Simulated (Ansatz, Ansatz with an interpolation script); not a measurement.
Planning a run of Ansatz 0.2.0 on Si3N4 (P6_3/m). The input:

```yaml
crystal:
  lattice:
    - [7.6044, 0.0, 0.0]
    - [-3.8022, 6.58560358, 0.0]
    - [0.0, 0.0, 2.9063]
  atoms:
    - { symbol: Si, position: [0.768477, 0.174557, 0.25] }
    - { symbol: Si, position: [0.59392, 0.768477, 0.75] }
    - { symbol: Si, position: [0.825443, 0.59392, 0.25] }
    - { symbol: Si, position: [0.231523, 0.825443, 0.75] }
    - { symbol: Si, position: [0.40608, 0.231523, 0.25] }
    - { symbol: Si, position: [0.174557, 0.40608, 0.75] }
    - { symbol: "N", position: [0.0305, 0.33024, 0.25] }
    - { symbol: "N", position: [0.70026, 0.0305, 0.75] }
    - { symbol: "N", position: [0.66976, 0.70026, 0.25] }
    - { symbol: "N", position: [0.9695, 0.66976, 0.75] }
    - { symbol: "N", position: [0.29974, 0.9695, 0.25] }
    - { symbol: "N", position: [0.33024, 0.29974, 0.75] }
    - { symbol: "N", position: [0.66666667, 0.33333333, 0.25] }
    - { symbol: "N", position: [0.33333333, 0.66666667, 0.75] }
kpoints:
  mp_grid: { grid: [3, 3, 6] }
hamiltonian:
  xc: lda
  pseudopotentials: { kind: paw, azcp: { folder: soft_1 }, xc_functional: pbe }
scf:
  occupations: { method: fixed }
gw:
  n_empty_bands: 227
  ecut_chi: 78
  qp_bands: [v24, c12]
  screening: { model: contour_deformation }
```

```sh
ansatz run input.yaml --threads 3 --pin off --max-ram 92160MiB --backend cuda --events-out ev --progress --plain --runs-dir out --devices 1 --max-vram 13GiB
```

Q: How long will it take on 1 × NVIDIA H100 80GB HBM3 (shared by 6 runs) with 3 threads of AMD EPYC 7R13 (Zen 3), shared host, and how much memory?

It took 30 s; on shared hardware allow 15 s to 60 s. Peak host memory was 1.3 GiB. The sizes that set the cost: 2823 plane waves a state, 12 irreducible k points, 259 bands summed, 221 plane waves in the screening and 9 SCF cycles.

The screening grows as filled bands × empty bands × pairs of k points, times the square of the screening basis for the matrix.

[Paths, hosts, dates, memory and timing lines, banners, echoed tables and standing remarks are left out of the program output.]

[Logs are printed without paths, hosts, clocks, repeated set-up lines and the standing remarks that a program may print on its own settings, such as how far it seeks lower states.]

[Runs of the session that timed out or met a known fault of the program may be left out.]

[Hosts, paths, dates, database ids (printed as entryN), source tags and the programs' standing remarks are cut or masked in the printed files.]
